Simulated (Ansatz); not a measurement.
# Relaxing a frame of liquid (Cs,Na,Li)Br from 1500 K (90 atoms), part 2 of 3

Wanted: the relaxed structure of a frame of liquid (Cs,Na,Li)Br from 1500 K (90 atoms) and its electronic structure.

Ansatz 0.2.0; Kohn-Sham DFT, PBE, PAW (set soft_2), plane waves.

The cell: 12 Cs, 17 Na, 16 Li and 45 Br. The starting topology of bonds comes from the classical model. The ion parameters were fitted for water, not for melts. Only the Γ point is sampled, in a cell whose shortest periodic width is 17 Å. Spin–orbit coupling is left out.

So far. Step 2 (Single point at the start): The r.m.s. force component of 0.37 eV/Å and the pressure of -0.30 GPa set the starting point.

### 3. Relaxation

With the cell held, the atoms are moved downhill towards a nearby minimum.

Input file input.yaml:

```yaml
crystal:
  lattice:
    - [16.80376, 0.0, 0.0]
    - [0.0, 16.80376, 0.0]
    - [0.0, 0.0, 16.80376]
  atoms:
    [... the 90 atom lines of step 2 ...]
kpoints:
  mp_grid: { grid: [1, 1, 1] }
hamiltonian:
  xc: pbe
scf:
  occupations: { method: fixed }
output:
  forces: true
relax:
  f_tol: 0.05
  max_steps: 94
```

Launch:

```console
$ ansatz run input.yaml --threads 4 --pin off --max-ram 8192MiB --backend cpu --events-out ev --progress --plain --runs-dir out
```

Numbers of over 12 decimals in the logs are rounded to 6 here.

What it wrote:

```text
[...]
Crystal: 90 atoms, lattice volume = 4744.816 Å³
Basis set: ecut = 420 eV, 92589 PW (Γ), exchange–correlation on 240×240×240 points (8 copies of the dense FFT grid, shifted against one another)
Bands: 402, of which v1, the nominal top of the filled ones, is band 312 counted from 1 (311 counted from 0)
Symmetry: 1 space group operations
[...]
k-points: 1
[...]
SCF iter   1: F=—  HF=-221960.114904 eV  |F-HF|=—  |Δ(HF+E_count)|=         —  Δρ=1.11e-3  dr2=3.02e-1  ethr=1.77e-3  ⟨swp⟩=6.0  Hψ=1292  notcnv=0  defer=86
[...]
SCF iter   6: F=-221960.024255 eV  HF=-221960.024255 eV  |F-HF|=3.24e-7  |Δ(HF+E_count)|=   8.30e-6  Δρ=2.53e-6  dr2=4.73e-7  ethr=1.62e-9  ⟨swp⟩=3.0  Hψ=994  notcnv=0
SCF 1 converged in 6 iterations: F = -221960.024255 eV  dr2 = 4.73e-7
[...]
relax step   1: F+E_penalty+E_count = -221960.02425540 eV  Δ(F+E_penalty+E_count) = +0.000e0 eV  max|allowed force component| = 1.446e0 eV/Å  Δτ_max = 0.0000 Å  (6 SCF iters, dr2 threshold 6.25e-5 eV, accepted)
[...]
relax step   2: F+E_penalty+E_count = -221963.76739998 eV  Δ(F+E_penalty+E_count) = -3.743e0 eV  max|allowed force component| = 5.637e-1 eV/Å  Δτ_max = 0.1949 Å  (6 SCF iters, dr2 threshold 1.00e-4 eV, accepted)
[...]
relax step   3: F+E_penalty+E_count = -221966.40594584 eV  Δ(F+E_penalty+E_count) = -2.639e0 eV  max|allowed force component| = 4.082e-1 eV/Å  Δτ_max = 0.1950 Å  (6 SCF iters, dr2 threshold 1.99e-5 eV, accepted)
relax step   4: F+E_penalty+E_count = -221968.10176393 eV  Δ(F+E_penalty+E_count) = -1.696e0 eV  max|allowed force component| = 2.760e-1 eV/Å  Δτ_max = 0.1949 Å  (6 SCF iters, dr2 threshold 2.53e-5 eV, accepted)
relax step   5: F+E_penalty+E_count = -221969.08738309 eV  Δ(F+E_penalty+E_count) = -9.856e-1 eV  max|allowed force component| = 2.411e-1 eV/Å  Δτ_max = 0.1960 Å  (6 SCF iters, dr2 threshold 3.48e-5 eV, accepted)
relax step   6: F+E_penalty+E_count = -221969.78545072 eV  Δ(F+E_penalty+E_count) = -6.981e-1 eV  max|allowed force component| = 2.419e-1 eV/Å  Δτ_max = 0.1911 Å  (6 SCF iters, dr2 threshold 2.66e-5 eV, accepted)
relax step   7: F+E_penalty+E_count = -221970.31219623 eV  Δ(F+E_penalty+E_count) = -5.267e-1 eV  max|allowed force component| = 1.601e-1 eV/Å  Δτ_max = 0.1923 Å  (5 SCF iters, dr2 threshold 4.46e-5 eV, accepted)
relax step   8: F+E_penalty+E_count = -221970.79628834 eV  Δ(F+E_penalty+E_count) = -4.841e-1 eV  max|allowed force component| = 2.118e-1 eV/Å  Δτ_max = 0.1901 Å  (6 SCF iters, dr2 threshold 1.12e-5 eV, accepted)
relax step   9: F+E_penalty+E_count = -221971.20580611 eV  Δ(F+E_penalty+E_count) = -4.095e-1 eV  max|allowed force component| = 2.304e-1 eV/Å  Δτ_max = 0.1951 Å  (6 SCF iters, dr2 threshold 1.96e-5 eV, accepted)
relax step  10: F+E_penalty+E_count = -221971.52307303 eV  Δ(F+E_penalty+E_count) = -3.173e-1 eV  max|allowed force component| = 1.383e-1 eV/Å  Δτ_max = 0.1942 Å  (5 SCF iters, dr2 threshold 5.31e-5 eV, accepted)
relax step  11: F+E_penalty+E_count = -221971.77791654 eV  Δ(F+E_penalty+E_count) = -2.548e-1 eV  max|allowed force component| = 9.503e-2 eV/Å  Δτ_max = 0.1950 Å  (5 SCF iters, dr2 threshold 6.89e-6 eV, accepted)
relax step  12: F+E_penalty+E_count = -221972.00849168 eV  Δ(F+E_penalty+E_count) = -2.306e-1 eV  max|allowed force component| = 7.128e-2 eV/Å  Δτ_max = 0.1915 Å  (6 SCF iters, dr2 threshold 3.25e-6 eV, accepted)
relax step  13: F+E_penalty+E_count = -221972.23123955 eV  Δ(F+E_penalty+E_count) = -2.227e-1 eV  max|allowed force component| = 1.407e-1 eV/Å  Δτ_max = 0.1945 Å  (7 SCF iters, accepted)
relax step  14: F+E_penalty+E_count = -221972.39953536 eV  Δ(F+E_penalty+E_count) = -1.683e-1 eV  max|allowed force component| = 1.957e-1 eV/Å  Δτ_max = 0.1945 Å  (6 SCF iters, dr2 threshold 1.11e-5 eV, accepted)
relax step  15: F+E_penalty+E_count = -221972.54509474 eV  Δ(F+E_penalty+E_count) = -1.456e-1 eV  max|allowed force component| = 1.130e-1 eV/Å  Δτ_max = 0.1938 Å  (6 SCF iters, dr2 threshold 3.83e-5 eV, accepted)
relax step  16: F+E_penalty+E_count = -221972.64496348 eV  Δ(F+E_penalty+E_count) = -9.987e-2 eV  max|allowed force component| = 9.698e-2 eV/Å  Δτ_max = 0.1944 Å  (6 SCF iters, dr2 threshold 4.25e-6 eV, accepted)
relax step  17: F+E_penalty+E_count = -221972.72412704 eV  Δ(F+E_penalty+E_count) = -7.916e-2 eV  max|allowed force component| = 8.058e-2 eV/Å  Δτ_max = 0.1943 Å  (6 SCF iters, dr2 threshold 3.13e-6 eV, accepted)
relax step  18: F+E_penalty+E_count = -221972.78717808 eV  Δ(F+E_penalty+E_count) = -6.305e-2 eV  max|allowed force component| = 5.628e-2 eV/Å  Δτ_max = 0.1944 Å  (5 SCF iters, dr2 threshold 4.48e-6 eV, accepted)
relax step  19: F+E_penalty+E_count = -221972.83768075 eV  Δ(F+E_penalty+E_count) = -5.050e-2 eV  max|allowed force component| = 5.798e-2 eV/Å  Δτ_max = 0.1906 Å  (6 SCF iters, accepted)
relax step  20: F+E_penalty+E_count = -221972.88516266 eV  Δ(F+E_penalty+E_count) = -4.748e-2 eV  max|allowed force component| = 5.137e-2 eV/Å  Δτ_max = 0.1964 Å  (6 SCF iters, accepted)
relax step  21: F+E_penalty+E_count = -221972.93463018 eV  Δ(F+E_penalty+E_count) = -4.947e-2 eV  max|allowed force component| = 4.244e-2 eV/Å  Δτ_max = 0.1935 Å  (7 SCF iters, accepted)
relax step  22: F+E_penalty+E_count = -221972.99094102 eV  Δ(F+E_penalty+E_count) = -5.631e-2 eV  max|allowed force component| = 7.055e-2 eV/Å  Δτ_max = 0.1958 Å  (7 SCF iters, accepted)
relax step  23: F+E_penalty+E_count = -221973.06347611 eV  Δ(F+E_penalty+E_count) = -7.254e-2 eV  max|allowed force component| = 1.138e-1 eV/Å  Δτ_max = 0.1937 Å  (6 SCF iters, dr2 threshold 3.40e-6 eV, accepted)
relax step  24: F+E_penalty+E_count = -221973.15682648 eV  Δ(F+E_penalty+E_count) = -9.335e-2 eV  max|allowed force component| = 7.388e-2 eV/Å  Δτ_max = 0.1933 Å  (5 SCF iters, dr2 threshold 1.29e-5 eV, accepted)
relax step  25: F+E_penalty+E_count = -221973.23503125 eV  Δ(F+E_penalty+E_count) = -7.820e-2 eV  max|allowed force component| = 7.150e-2 eV/Å  Δτ_max = 0.1969 Å  (7 SCF iters, accepted)
relax step  26: F+E_penalty+E_count = -221973.30661812 eV  Δ(F+E_penalty+E_count) = -7.159e-2 eV  max|allowed force component| = 8.982e-2 eV/Å  Δτ_max = 0.1916 Å  (7 SCF iters, accepted)
relax step  27: F+E_penalty+E_count = -221973.38736429 eV  Δ(F+E_penalty+E_count) = -8.075e-2 eV  max|allowed force component| = 1.218e-1 eV/Å  Δτ_max = 0.1949 Å  (5 SCF iters, dr2 threshold 7.56e-6 eV, accepted)
relax step  28: F+E_penalty+E_count = -221973.46849844 eV  Δ(F+E_penalty+E_count) = -8.113e-2 eV  max|allowed force component| = 1.114e-1 eV/Å  Δτ_max = 0.1988 Å  (5 SCF iters, dr2 threshold 1.48e-5 eV, accepted)
relax step  29: F+E_penalty+E_count = -221973.51136764 eV  Δ(F+E_penalty+E_count) = -4.287e-2 eV  max|allowed force component| = 1.180e-1 eV/Å  Δτ_max = 0.1939 Å  (5 SCF iters, dr2 threshold 1.04e-5 eV, accepted)
relax step  30: F+E_penalty+E_count = -221973.56577745 eV  Δ(F+E_penalty+E_count) = -5.441e-2 eV  max|allowed force component| = 5.645e-2 eV/Å  Δτ_max = 0.2000 Å  (5 SCF iters, dr2 threshold 1.17e-5 eV, accepted)
relax step  31: F+E_penalty+E_count = -221973.61939134 eV  Δ(F+E_penalty+E_count) = -5.361e-2 eV  max|allowed force component| = 4.457e-2 eV/Å  Δτ_max = 0.1907 Å  (7 SCF iters, accepted)
relax step  32: F+E_penalty+E_count = -221973.64237399 eV  Δ(F+E_penalty+E_count) = -2.298e-2 eV  max|allowed force component| = 1.875e-1 eV/Å  Δτ_max = 0.1939 Å  (7 SCF iters, accepted)
relax step  33: F+E_penalty+E_count = -221973.67239631 eV  Δ(F+E_penalty+E_count) = -3.002e-2 eV  max|allowed force component| = 5.625e-2 eV/Å  Δτ_max = 0.0933 Å  (5 SCF iters, dr2 threshold 2.19e-5 eV, accepted)
relax step  34: F+E_penalty+E_count = -221973.69310015 eV  Δ(F+E_penalty+E_count) = -2.070e-2 eV  max|allowed force component| = 3.302e-2 eV/Å  Δτ_max = 0.0914 Å  (6 SCF iters, accepted)
[...]
relax step  35: F+E_penalty+E_count = -221973.71561331 eV  Δ(F+E_penalty+E_count) = -2.251e-2 eV  max|allowed force component| = 4.207e-2 eV/Å  Δτ_max = 0.1659 Å  (7 SCF iters, accepted)
SCF converged after 7 iterations
Free energy (F): -221973.715613 eV
[...]
Internal energy: -221973.715613 eV  (E = F + TS)
E sigma→0 (E₀):  -221973.715613 eV
Fermi energy:    -1.264654 eV
[...]
--- Forces (eV/Å), atoms counted from 1 ---
  atom   1  Cs     0.00391587     0.01097279    -0.00528760
  atom   2  Cs    -0.00015450    -0.00537488    -0.00865544
  atom   3  Cs     0.00400304    -0.00939366     0.00287421
  atom   4  Cs    -0.01055424    -0.01031888    -0.01043354
  atom   5  Cs    -0.00452345     0.00348737     0.00197778
  atom   6  Cs     0.00295342     0.00240206     0.00130146
  atom   7  Cs    -0.00229913     0.00484950    -0.03640152
  atom   8  Cs    -0.01189725    -0.01418648    -0.00842758
  atom   9  Cs     0.00702524     0.02185987    -0.00167833
  atom  10  Cs     0.00181029    -0.00295373     0.01311072
  atom  11  Cs    -0.00266689    -0.02504690    -0.01282111
  atom  12  Cs     0.00491082     0.00467967     0.00044155
  atom  13  Na    -0.01306649    -0.00072260     0.00946868
  atom  14  Na     0.00356730     0.00613163     0.00177380
[...]
atom  89  Br     0.00406386     0.00467999    -0.01373314
  atom  90  Br     0.00153119    -0.01513784     0.00004594
  max |Σ_I F_I| component: 1.38e-5 eV/Å
--- Relaxed structure (35 steps of the walk, 35 accepted, 0 SCFs on fresh bases) ---
  F+E_penalty+E_count = -221973.71561331 eV   max|allowed force component| = 4.207e-2 eV/Å
  atoms:
    - { symbol: Cs, position: [0.420478, 1.034753, 0.540375] }
    - { symbol: Cs, position: [0.207754, 0.743979, 0.340058] }
    - { symbol: Cs, position: [0.122867, 0.224112, 0.091552] }
    - { symbol: Cs, position: [0.654343, 0.215169, 0.424762] }
[...]
- { symbol: Br, position: [0.545669, 0.857738, 0.552531] }
```

Wall time 16 min (4 threads of Arm Neoverse V2, shared host); peak memory 4.9 GiB.

Relaxation path (22 of 35):

| step | energy less that of the first step (eV) | largest force component (eV/Å) |
| --- | --- | --- |
| 1 | 0.0000 | 1.4457 |
| 3 | -6.3817 | 0.4082 |
| 4 | -8.0775 | 0.2760 |
| 6 | -9.7612 | 0.2419 |
| 7 | -10.2879 | 0.1601 |
| 9 | -11.1816 | 0.2304 |
| 11 | -11.7537 | 0.0950 |
| 12 | -11.9842 | 0.0713 |
| 14 | -12.3753 | 0.1957 |
| 16 | -12.6207 | 0.0970 |
| 17 | -12.6999 | 0.0806 |
| 19 | -12.8134 | 0.0580 |
| 20 | -12.8609 | 0.0514 |
| 22 | -12.9667 | 0.0706 |
| 24 | -13.1326 | 0.0739 |
| 25 | -13.2108 | 0.0715 |
| 27 | -13.3631 | 0.1218 |
| 29 | -13.4871 | 0.1180 |
| 30 | -13.5415 | 0.0564 |
| 32 | -13.6181 | 0.1875 |
| 33 | -13.6481 | 0.0563 |
| 35 | -13.6914 | 0.0421 |

The atoms that moved most (Å):

| atom | dx | dy | dz | length |
| --- | --- | --- | --- | --- |
| Br59 | 2.940 | -0.031 | 1.212 | 3.180 |
| Cs2 | -2.660 | -1.155 | 1.216 | 3.145 |
| Na27 | -1.007 | 2.702 | -1.040 | 3.066 |
| Na19 | 1.860 | 1.514 | -1.401 | 2.778 |
| Br69 | 1.231 | 0.021 | -1.897 | 2.262 |
| Br75 | 1.442 | -1.571 | 0.667 | 2.235 |
| Br78 | 0.875 | 2.008 | -0.388 | 2.225 |
| Br73 | -0.529 | 1.987 | 0.201 | 2.066 |

The relaxation changed the energy by -152 meV/atom, and atoms moved by 1.4 Å r.m.s., 3.2 Å at most.

### 4. Distances and neighbours after relaxation

Bonds before and after, by the cutoffs listed below:

```csv
pair,bonds before,bonds after,mean before (Å),mean after (Å),spread before (Å),spread after (Å)
Br-Na,49,64,3.003,2.913,0.198,0.103
Br-Li,50,53,2.649,2.528,0.232,0.087
Br-Cs,45,55,3.496,3.710,0.298,0.161
```

Density 1.99 g/cm³, 52.72 Å³ an atom.

Pair distribution functions g(r), in bins of 0.2 Å:

```
r (Å)  total  Br-Br  Br-Na  Br-Li  Br-Cs  Na-Na  Na-Li
 2.40   2.02   0.00   0.00  11.35   0.00   0.00   0.00
 2.60   1.75   0.00   0.00   9.88   0.00   0.00   0.00
 2.80   2.04   0.00  10.13   0.68   0.00   0.00   0.00
 3.00   1.52   0.00   7.78   0.00   0.00   0.00   0.00
 3.20   0.19   0.00   0.75   0.00   0.00   0.00   0.69
 3.40   0.08   0.00   0.00   0.00   0.00   0.00   0.00
 3.60   1.48   0.00   0.40   0.19   7.36   2.93   3.23
 3.80   1.20   0.65   0.00   0.00   5.40   2.75   1.99
 4.00   1.08   1.86   0.15   0.32   1.08   2.44   1.75
 4.20   1.06   2.57   0.00   0.59   0.21   1.43   1.56
 4.40   1.09   2.70   0.00   0.55   0.37   0.00   1.80
 4.60   1.03   1.59   0.35   0.50   0.51   1.24   0.66
 4.80   0.89   1.54   0.43   0.35   0.31   0.57   1.77
 5.00   0.82   1.05   0.29   0.63   0.55   0.54   1.67
 5.20   0.97   0.98   0.92   0.68   0.64   1.47   0.52
 5.40   0.99   1.03   1.36   0.71   0.60   0.46   0.48
 5.60   0.94   0.65   0.95   1.17   0.67   2.90   0.00
 5.80   0.79   0.72   0.74   1.25   0.52   0.38   0.62
 6.00   0.96   0.78   0.96   2.04   0.78   0.00   0.00
 6.20   1.02   0.49   1.02   2.04   1.01   0.34   0.90
 6.40   1.07   1.04   0.91   1.54   0.85   0.00   1.02
 6.60   0.86   0.47   1.08   0.96   1.44   0.31   0.47
 6.80   1.10   1.00   1.67   0.73   1.28   0.56   0.90
 7.00   1.12   0.95   1.11   1.39   1.57   0.54   1.14
 7.20   0.93   1.07   0.67   1.01   1.21   0.49   1.07
 7.40   0.95   0.89   0.72   0.86   1.27   1.20   0.89
 7.60   0.82   0.58   1.15   0.63   1.15   0.68   0.95
 7.80   0.84   0.93   1.05   0.47   0.57   1.08   1.14
```

Bonds by pair of elements; cutoffs follow the first minimum of g(r), held within bounds set by covalent radii, and pairs that aren't listed don't count as bonded:

| pair A-B | cutoff (Å) | bonds | mean length (Å) | spread (Å) | shortest (Å) | B about A | A about B |
| --- | --- | --- | --- | --- | --- | --- | --- |
| Br-Na | 3.35 | 64 | 2.91 | 0.103 | 2.74 | 1.42 | 3.77 |
| Br-Li | 3.18 | 53 | 2.53 | 0.087 | 2.40 | 1.18 | 3.31 |
| Br-Cs | 4.28 | 55 | 3.71 | 0.161 | 3.50 | 1.22 | 4.58 |

How many atoms have how many bonded neighbours:

```csv
element,mean,3,4,5,6
Br,3.82,14,25,6,0
Cs,4.58,1,5,4,2
Li,3.31,11,5,0,0
Na,3.77,5,11,1,0
```

Bond angles (no mean is given where the spread exceeds 20°):

```csv
angle,count,mean (°),spread (°)
Br-Cs-Br,103,-,-
Br-Na-Br,91,-,-
Cs-Br-Na,68,-,-
Br-Li-Br,63,114,12.4
Li-Br-Na,53,-,-
```

Bond length by coordination (bonds to H left out):

| element | coordination | atoms | mean bond length (Å) |
| --- | --- | --- | --- |
| Br | 3 | 14 | 2.90 |
| Br | 4 | 25 | 3.05 |
| Br | 5 | 6 | 3.25 |
| Cs | 3 | 1 | 3.63 |
| Cs | 4 | 5 | 3.67 |
| Cs | 5 | 4 | 3.73 |
| Cs | 6 | 2 | 3.78 |
| Li | 3 | 11 | 2.48 |
| Li | 4 | 5 | 2.61 |
| Na | 3 | 5 | 2.84 |
| Na | 4 | 11 | 2.93 |
| Na | 5 | 1 | 3.00 |

With the cutoffs above, 56 % of Br atoms have 4, 42 % of Cs atoms have 4, 69 % of Li atoms have 3 and 65 % of Na atoms have 4 bonded neighbours.

(Part 2 of 3 ends here.)

[Logs are printed without paths, hosts, clocks, repeated set-up lines and the standing remarks that a program may print on its own settings, such as how far it seeks lower states.]

[Hosts, paths, dates, database ids (printed as entryN), source tags and the programs' standing remarks are cut or masked in the printed files.]
